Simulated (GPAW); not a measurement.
**The basis that the transmission of H2 in line between two Bi chains needs**

Wanted: the zero-bias transmission of H2 in line between two Bi chains on a ladder of levels, with run times.

Method: GPAW LCAO, PAW setups; Landauer transmission from Green's functions with principal layers (ASE), zero bias, in GPAW 26.7.0.

## (1) Starting point

The cell holds 10 atoms: 8 Bi and 2 H. Its edges and angles: a = 9.000 Å, b = 9.000 Å, c = 24.538 Å, α = 90.0°, β = 90.0°, γ = 90.0°. Regions: left lead, 4 atoms (4 Bi); channel, 2 atoms (2 H); right lead, 4 atoms (4 Bi). Vacuum lies along a and b. The structure is stacked along c, and the current runs across the ab planes.

## (2) Double-zeta polarised basis

The script solves lead and junction separately, takes H and S in the orbital basis, and joins semi-infinite leads through their self-energies; the dzp basis is the working standard.

run.py

```python
import json
import numpy as np
from ase import Atoms
from ase.transport.calculators import TransportCalculator
from gpaw import GPAW, FermiDirac
from gpaw.lcao.tools import get_lcao_hamiltonian
from scipy.linalg import eigh

# The junction with lead layers at both ends, along the third cell vector
device = Atoms(
    ['Bi', 'Bi', 'Bi', 'Bi', 'H', 'H', 'Bi', 'Bi', 'Bi', 'Bi'],
    positions=[
        [4.50000, 4.50000, 1.45000],
        [4.50000, 4.50000, 4.35000],
        [4.50000, 4.50000, 7.25000],
        [4.50000, 4.50000, 10.15000],
        [4.50000, 4.50000, 11.84380],
        [4.50000, 4.50000, 12.69380],
        [4.50000, 4.50000, 14.38760],
        [4.50000, 4.50000, 17.28760],
        [4.50000, 4.50000, 20.18760],
        [4.50000, 4.50000, 23.08760]],
    cell=[[9.0, 0.0, 0.0], [0.0, 9.0, 0.0], [0.0, 0.0, 24.5376]],
    pbc=True)

# One principal layer of the lead: the first 2 atoms of the device
lead = Atoms(
    ['Bi', 'Bi'],
    positions=[
        [4.50000, 4.50000, 1.45000],
        [4.50000, 4.50000, 4.35000]],
    cell=[[9.0, 0.0, 0.0], [0.0, 9.0, 0.0], [0.0, 0.0, 5.8]],
    pbc=True)

settings = dict(mode='lcao', basis='dzp', xc='PBE', h=0.2,
                occupations=FermiDirac(0.1), maxiter=250,
                mixer=dict(beta=0.1, nmaxold=8, weight=100.0),
                convergence=dict(density=0.0001))
energies = np.arange(-2, 2 + 1e-9, 0.05)
eta = 0.0001
n1, n2 = 1, 1
# k and -k transmit alike, so half of the mesh across the current serves
mesh = [(i, j) for i in range(n1) for j in range(n2) if (i, j) <= (-i % n1, -j % n2)]
weights = np.array([1 if (i, j) == (-i % n1, -j % n2) else 2 for i, j in mesh]) / (n1 * n2)

# [... helper functions left out ...]
fermi_lead = ground_state(lead, (1, 1, 19), 'lead.txt')
fermi_device = ground_state(device, (1, 1, 3), 'device.txt')
# [... loop over the mesh left out, but for ...]
        # Shift the lead onto the potential of the device's first layer
        shift = ((H[:, 0, 0] - H0[:, 0, 0]) / S0[0, 0]).real.mean()
# [...]
kT = 8.617333e-5 * 500
bias = [0.1, 0.2, 0.5, 1.0, 1.5, 2.0]
# [... integrals and printing left out ...]
```

Command:

```sh
$ OMP_NUM_THREADS=1 OPENBLAS_NUM_THREADS=1 python run.py
```

Output:

```text
basis functions: device 194, principal layer 46
Fermi level: lead -2.8498 eV, device -2.8643 eV; lead shifted by 0.0143 eV
largest coupling past the next layer 5.83e-06 eV, largest misfit of the first layer 0.099 eV
  E-E_F (eV)   T (one spin)  [channel counts left out]
    -2.000    9.9418e-01
    -1.950    9.9500e-01
    -1.900    9.9572e-01
    -1.850    9.9635e-01
    -1.800    9.9690e-01
    -1.750    9.9737e-01
    -1.700    9.9778e-01
    -1.650    9.9814e-01
    -1.600    9.9844e-01
    -1.550    9.9870e-01
    -1.500    9.9892e-01
    -1.450    9.9910e-01
    -1.400    1.0180e+00
    -1.350    1.0631e+00
    -1.300    1.1052e+00
    -1.250    1.1416e+00
[...]
1.650    1.0444e+00
     1.700    1.0256e+00
     1.750    1.0067e+00
     1.800    9.8991e-01
     1.850    9.8985e-01
     1.900    9.8980e-01
     1.950    9.8975e-01
     2.000    9.8972e-01
conductance at 500 K: 1.5979 G0 a cell; thermopower -0.5826 uV/K
current from the zero-bias T(E) at 0.1 V: 12.374 uA
current from the zero-bias T(E) at 0.2 V: 24.71 uA
current from the zero-bias T(E) at 0.5 V: 61.152 uA
current from the zero-bias T(E) at 1.0 V: 118.68 uA
current from the zero-bias T(E) at 1.5 V: 171.78 uA
current from the zero-bias T(E) at 2.0 V: 221.49 uA
```

It took 50 s on 1 thread of Arm Neoverse N1, shared host; peak memory 0.84 GiB.

Numbers from this step:

* conductance: 1.598 G₀
* largest coupling past the next principal layer: 5.83e-6 eV
* largest misfit of the first principal layer: 0.09907 eV
* shift that aligns the lead: 0.01431 eV
* basis functions of the junction: 194
* basis functions of a principal layer: 46
* transmission at the Fermi level (one spin): 1.604

One spin. Transmission, zone mean against energy, zero at the Fermi level:

energy (eV), transmission, zone mean and a bar from the least value:
```
   -2.000       0.99 
   -1.800       1.00 
   -1.600       1.00 
   -1.400       1.02 #
   -1.200       1.17 #########
   -1.000       1.23 ############
   -0.800       1.28 ##############
   -0.600       1.34 #################
   -0.400       1.45 ######################
   -0.200       1.55 ###########################
    0.000       1.60 ##############################
    0.050       1.61 ##############################
    0.200       1.58 #############################
    0.400       1.50 #########################
    0.600       1.41 #####################
    0.800       1.33 #################
    1.000       1.26 #############
    1.200       1.20 ##########
    1.400       1.13 #######
    1.600       1.06 ####
    1.800       0.99 
    2.000       0.99
```

Not self-consistent under bias; the bias window is split evenly. The current through one cell, from the zero-bias transmission by bias:

| bias (V) | current through one cell, from the zero-bias transmission (μA) |
| --- | --- |
| 0.100 | 12.4 |
| 0.200 | 24.7 |
| 0.500 | 61.2 |
| 1.000 | 119 |
| 1.500 | 172 |
| 2.000 | 221 |

The transmission of the three most open eigenchannels by energy, zero at the Fermi level:

| energy (eV) | channel 1 | channel 2 = channel 3 |
| --- | --- | --- |
| -2.00 | 0.994 | 0 |
| -1.90 | 0.996 | 0 |
| -1.80 | 0.997 | 0 |
| -1.70 | 0.998 | 0 |
| -1.55 | 0.999 | 1.0e-12 |
| -1.45 | 0.999 | 5.3e-10 |
| -1.35 | 0.999 | 0.0319 |
| -1.25 | 1.000 | 0.0710 |
| -1.15 | 1.000 | 0.0971 |
| -1.05 | 1.000 | 0.112 |
| -0.90 | 0.999 | 0.127 |
| -0.80 | 0.999 | 0.139 |
| -0.70 | 0.999 | 0.153 |
| -0.60 | 0.999 | 0.173 |
| -0.50 | 0.998 | 0.196 |
| -0.40 | 0.998 | 0.223 |
| -0.25 | 0.998 | 0.264 |
| -0.15 | 0.997 | 0.287 |
| -0.05 | 0.997 | 0.301 |
| 0.00 | 0.996 | 0.304 |
| 0.05 | 0.996 | 0.305 |
| 0.15 | 0.996 | 0.299 |
| 0.25 | 0.995 | 0.285 |
| 0.40 | 0.995 | 0.254 |
| 0.50 | 0.994 | 0.231 |
| 0.60 | 0.994 | 0.209 |
| 0.70 | 0.993 | 0.188 |
| 0.80 | 0.993 | 0.169 |
| 0.90 | 0.992 | 0.151 |
| 1.05 | 0.992 | 0.127 |
| 1.15 | 0.991 | 0.112 |
| 1.25 | 0.991 | 0.0964 |
| 1.35 | 0.991 | 0.0804 |
| 1.45 | 0.991 | 0.0635 |
| 1.55 | 0.990 | 0.0457 |
| 1.70 | 0.990 | 0.0178 |
| 1.80 | 0.990 | 3.5e-8 |
| 1.90 | 0.990 | 3.2e-11 |
| 2.00 | 0.990 | 2.4e-12 |

Couplings past the next layer reach 5.8e-6 eV, small enough to drop; the matrix elements of the cell's first layer differ from the bulk lead's by up to 0.099 eV. That layer keeps its own values in the calculation, and only beyond it is the lead taken as perfect. The Fermi levels of lead and junction count from different zeros of potential, one for each periodic cell; with both set to zero, the small remaining shift is what aligns them. Without spin-orbit coupling, which is large for these atoms, channel counts and T are those of the scalar-relativistic bands. By hand: G = 1.598 × 77.48 μS = 124 μS, a resistance of 8.08 kΩ; at 0.1 V a linear junction would pass 12.4 μA, and the integral over the bias window gives 12.4 μA.

## (3) GPAW, szp: basis = "szp(dzp)"

The second zeta is dropped, the polarisation orbitals stay.

Edit run.py of step 2 so:

```diff
@@ -34,3 +34,3 @@
 
-settings = dict(mode='lcao', basis='dzp', xc='PBE', h=0.2,
+settings = dict(mode='lcao', basis='szp(dzp)', xc='PBE', h=0.2,
                 occupations=FermiDirac(0.1), maxiter=250,
```

Output:

```text
basis functions: device 120, principal layer 28
Fermi level: lead -2.9434 eV, device -2.9675 eV; lead shifted by 0.0374 eV
largest coupling past the next layer 5.79e-06 eV, largest misfit of the first layer 0.113 eV
  E-E_F (eV)   T (one spin)  [channel counts left out]
    -2.000    9.9916e-01
    -1.950    9.9931e-01
    -1.900    9.9943e-01
    -1.850    9.9950e-01
    -1.800    9.9954e-01
    -1.750    9.9956e-01
    -1.700    9.9955e-01
    -1.650    9.9953e-01
    -1.600    9.9948e-01
    -1.550    9.9942e-01
    -1.500    9.9934e-01
    -1.450    9.9925e-01
    -1.400    9.9917e-01
    -1.350    1.0726e+00
    -1.300    1.1086e+00
    -1.250    1.1373e+00
[...]
1.650    1.0414e+00
     1.700    1.0241e+00
     1.750    1.0082e+00
     1.800    9.9381e-01
     1.850    9.8865e-01
     1.900    9.8866e-01
     1.950    9.8869e-01
     2.000    9.8872e-01
conductance at 500 K: 1.5797 G0 a cell; thermopower -0.8495 uV/K
current from the zero-bias T(E) at 0.1 V: 12.233 uA
current from the zero-bias T(E) at 0.2 V: 24.427 uA
current from the zero-bias T(E) at 0.5 V: 60.418 uA
current from the zero-bias T(E) at 1.0 V: 117.18 uA
current from the zero-bias T(E) at 1.5 V: 169.76 uA
current from the zero-bias T(E) at 2.0 V: 219.29 uA
```

The job ended after 43 s (1 thread; peak memory 0.82 GiB).

This step gave:

```yaml
conductance: 1.580 G₀
largest_coupling_past_the_next_principal_layer: 5.79e-6 eV
largest_misfit_of_the_first_principal_layer: 0.1135 eV
shift_that_aligns_the_lead: 0.03740 eV
basis_functions_of_the_junction: 120
basis_functions_of_a_principal_layer: 28
transmission_at_the_fermi_level_one_spin: 1.587
```

One spin. Table of transmission, zone mean by energy, zero at the Fermi level:

| energy (eV) | transmission, zone mean |
| --- | --- |
| -2.000 | 0.999 |
| -1.800 | 1.000 |
| -1.600 | 0.999 |
| -1.400 | 0.999 |
| -1.200 | 1.16 |
| -1.000 | 1.24 |
| -0.800 | 1.28 |
| -0.600 | 1.33 |
| -0.400 | 1.42 |
| -0.200 | 1.52 |
| 0.000 | 1.59 |
| 0.050 | 1.59 |
| 0.200 | 1.57 |
| 0.400 | 1.49 |
| 0.600 | 1.39 |
| 0.800 | 1.32 |
| 1.000 | 1.25 |
| 1.200 | 1.20 |
| 1.400 | 1.13 |
| 1.600 | 1.06 |
| 1.800 | 0.994 |
| 2.000 | 0.989 |

Not self-consistent under bias; the bias window is split evenly. Table of current through one cell, from the zero-bias transmission by bias:

| bias (V) | current through one cell, from the zero-bias transmission (μA) |
| --- | --- |
| 0.100 | 12.2 |
| 0.200 | 24.4 |
| 0.500 | 60.4 |
| 1.000 | 117 |
| 1.500 | 170 |
| 2.000 | 219 |

Table of transmission of the three most open eigenchannels by energy, zero at the Fermi level:

| energy (eV) | channel 1 | channel 2 = channel 3 |
| --- | --- | --- |
| -2.00 | 0.999 | 0 |
| -1.85 | 1.000 | 0 |
| -1.70 | 1.000 | 0 |
| -1.60 | 0.999 | 0 |
| -1.45 | 0.999 | 1.4e-10 |
| -1.30 | 0.999 | 0.0548 |
| -1.15 | 0.998 | 0.0941 |
| -1.05 | 0.998 | 0.113 |
| -0.90 | 0.998 | 0.131 |
| -0.75 | 0.997 | 0.147 |
| -0.60 | 0.996 | 0.168 |
| -0.50 | 0.996 | 0.189 |
| -0.35 | 0.995 | 0.226 |
| -0.20 | 0.994 | 0.265 |
| -0.05 | 0.993 | 0.292 |
| 0.00 | 0.993 | 0.297 |
| 0.05 | 0.993 | 0.298 |
| 0.20 | 0.992 | 0.287 |
| 0.35 | 0.992 | 0.259 |
| 0.50 | 0.991 | 0.224 |
| 0.60 | 0.991 | 0.201 |
| 0.75 | 0.990 | 0.172 |
| 0.90 | 0.990 | 0.147 |
| 1.05 | 0.989 | 0.125 |
| 1.15 | 0.989 | 0.111 |
| 1.30 | 0.989 | 0.0890 |
| 1.45 | 0.989 | 0.0633 |
| 1.60 | 0.989 | 0.0355 |
| 1.70 | 0.989 | 0.0177 |
| 1.85 | 0.989 | 8.2e-10 |
| 2.00 | 0.989 | 3.3e-12 |

The conductance, 1.58 G₀, lies 1.1 % below that of the dzp run.

## (4) GPAW, sz: basis = "sz(dzp)"

One function for each valence shell of the setup, as for a first survey of a large system.

Edit run.py of step 3 so:

```diff
@@ -34,3 +34,3 @@
 
-settings = dict(mode='lcao', basis='szp(dzp)', xc='PBE', h=0.2,
+settings = dict(mode='lcao', basis='sz(dzp)', xc='PBE', h=0.2,
                 occupations=FermiDirac(0.1), maxiter=250,
```

Output:

```text
basis functions: device 74, principal layer 18
Fermi level: lead -2.7774 eV, device -2.7990 eV; lead shifted by 0.0381 eV
largest coupling past the next layer 5.43e-06 eV, largest misfit of the first layer 0.118 eV
  E-E_F (eV)   T (one spin)  [channel counts left out]
    -2.000    9.9917e-01
    -1.950    9.9931e-01
    -1.900    9.9941e-01
[...]
1.950    9.9545e-01
     2.000    9.9549e-01
conductance at 500 K: 1.4643 G0 a cell; thermopower -0.9065 uV/K
current from the zero-bias T(E) at 0.1 V: 11.34 uA
current from the zero-bias T(E) at 0.2 V: 22.65 uA
current from the zero-bias T(E) at 0.5 V: 56.12 uA
current from the zero-bias T(E) at 1.0 V: 109.37 uA
current from the zero-bias T(E) at 1.5 V: 159.24 uA
current from the zero-bias T(E) at 2.0 V: 206.64 uA
```

It took 34 s on 1 thread; peak memory 0.78 GiB.

This step gave:

| Quantity | Value |
| --- | --- |
| conductance | 1.464 G₀ |
| largest coupling past the next principal layer | 5.43e-6 eV |
| largest misfit of the first principal layer | 0.1176 eV |
| shift that aligns the lead | 0.03807 eV |
| basis functions of the junction | 74 |
| basis functions of a principal layer | 18 |
| transmission at the Fermi level (one spin) | 1.470 |

The conductance, 1.46 G₀, lies 8.4 % below that of the dzp run.

## (5) LDA in the dzp basis: xc = "LDA"

Back in the dzp basis, the functional changes from PBE to LDA, to set the spread between functionals beside that between bases.

Edit run.py of step 4 so:

```diff
@@ -34,3 +34,3 @@
 
-settings = dict(mode='lcao', basis='sz(dzp)', xc='PBE', h=0.2,
+settings = dict(mode='lcao', basis='dzp', xc='LDA', h=0.2,
                 occupations=FermiDirac(0.1), maxiter=250,
```

Output:

```text
basis functions: device 194, principal layer 46
Fermi level: lead -3.1147 eV, device -3.1319 eV; lead shifted by 0.0255 eV
largest coupling past the next layer 5.86e-06 eV, largest misfit of the first layer 0.102 eV
  E-E_F (eV)   T (one spin)  [channel counts left out]
    -2.000    9.9588e-01
    -1.950    9.9654e-01
    -1.900    9.9710e-01
[...]
1.950    9.8711e-01
     2.000    9.8707e-01
conductance at 500 K: 1.6382 G0 a cell; thermopower -0.5746 uV/K
current from the zero-bias T(E) at 0.1 V: 12.686 uA
current from the zero-bias T(E) at 0.2 V: 25.329 uA
current from the zero-bias T(E) at 0.5 V: 62.619 uA
current from the zero-bias T(E) at 1.0 V: 121.21 uA
current from the zero-bias T(E) at 1.5 V: 175.03 uA
current from the zero-bias T(E) at 2.0 V: 225.3 uA
```

It took 46 s on 1 thread; peak memory 0.83 GiB.

This step gave:

| Property | Result |
| --- | --- |
| conductance | 1.638 G₀ |
| largest coupling past the next principal layer | 5.86e-6 eV |
| largest misfit of the first principal layer | 0.1018 eV |
| shift that aligns the lead | 0.02549 eV |
| basis functions of the junction | 194 |
| basis functions of a principal layer | 46 |
| transmission at the Fermi level (one spin) | 1.646 |

The conductance, 1.64 G₀, lies 2.5 % above that of the dzp run.

## (6) All levels side by side

Times are for 1 thread of Arm Neoverse N1, shared host. The runs compared:

| no. | run | conductance (G₀) | time | memory (GiB) |
| --- | --- | --- | --- | --- |
| 1 | dzp | 1.598 | 50 s | 0.84 |
| 2 | szp | 1.580 | 43 s | 0.82 |
| 3 | sz | 1.464 | 34 s | 0.78 |
| 4 | dzp LDA | 1.638 | 46 s | 0.83 |

## (7) Comparison

The curves are compared point by point over the common energies.

This step: comparison of transmission and cost over codes and levels (GPAW 26.7.0).

Ladder, by row:

| step | code | T at the Fermi level (sum over the listed spins) | conductance (G0) | r.m.s. T(E) from the first | wall time (s) | peak memory (GiB) | threads |
| --- | --- | --- | --- | --- | --- | --- | --- |
| dzp | GPAW | 1.604 | 1.598 | 0 | 49.9 | 0.84 | 1 |
| szp | GPAW | 1.587 | 1.58 | 0.01219 | 42.91 | 0.82 | 1 |
| sz | GPAW | 1.47 | 1.464 | 0.07424 | 34.4 | 0.78 | 1 |
| dzp-LDA | GPAW | 1.646 | 1.638 | 0.01913 | 46.02 | 0.83 | 1 |

The transmission, zone mean, sum over the listed spins by energy, zero at the Fermi level:

| energy (eV) | dzp | szp | sz | dzp-LDA |
| --- | --- | --- | --- | --- |
| -2.00 | 0.994 | 0.999 | 0.999 | 0.996 |
| -1.85 | 0.996 | 1.000 | 0.999 | 0.998 |
| -1.70 | 0.998 | 1.000 | 1.000 | 0.999 |
| -1.50 | 0.999 | 0.999 | 0.999 | 0.999 |
| -1.35 | 1.06 | 1.07 | 1.11 | 1.06 |
| -1.20 | 1.17 | 1.16 | 1.16 | 1.17 |
| -1.05 | 1.22 | 1.22 | 1.20 | 1.24 |
| -0.90 | 1.25 | 1.26 | 1.22 | 1.27 |
| -0.70 | 1.31 | 1.30 | 1.25 | 1.33 |
| -0.55 | 1.37 | 1.35 | 1.29 | 1.39 |
| -0.40 | 1.45 | 1.42 | 1.34 | 1.47 |
| -0.25 | 1.53 | 1.50 | 1.40 | 1.56 |
| -0.10 | 1.59 | 1.56 | 1.45 | 1.63 |
| 0.00 | 1.60 | 1.59 | 1.47 | 1.65 |
| 0.05 | 1.61 | 1.59 | 1.47 | 1.65 |
| 0.10 | 1.60 | 1.59 | 1.47 | 1.64 |
| 0.25 | 1.56 | 1.55 | 1.45 | 1.60 |
| 0.40 | 1.50 | 1.49 | 1.39 | 1.53 |
| 0.55 | 1.43 | 1.42 | 1.33 | 1.45 |
| 0.70 | 1.37 | 1.35 | 1.28 | 1.38 |
| 0.90 | 1.30 | 1.28 | 1.22 | 1.30 |
| 1.05 | 1.25 | 1.24 | 1.18 | 1.25 |
| 1.20 | 1.20 | 1.20 | 1.15 | 1.20 |
| 1.35 | 1.15 | 1.15 | 1.11 | 1.15 |
| 1.50 | 1.10 | 1.10 | 1.07 | 1.10 |
| 1.70 | 1.03 | 1.02 | 1.01 | 1.02 |
| 1.85 | 0.990 | 0.989 | 0.995 | 0.987 |
| 2.00 | 0.990 | 0.989 | 0.995 | 0.987 |

(Part 1 of 2 ends here.)

[Logs are printed without paths, hosts, clocks, repeated set-up lines and the standing remarks that a program may print on its own settings, such as how far it seeks lower states.]

[Hosts, paths, dates, database ids (printed as entryN), source tags and the programs' standing remarks are cut or masked in the printed files.]
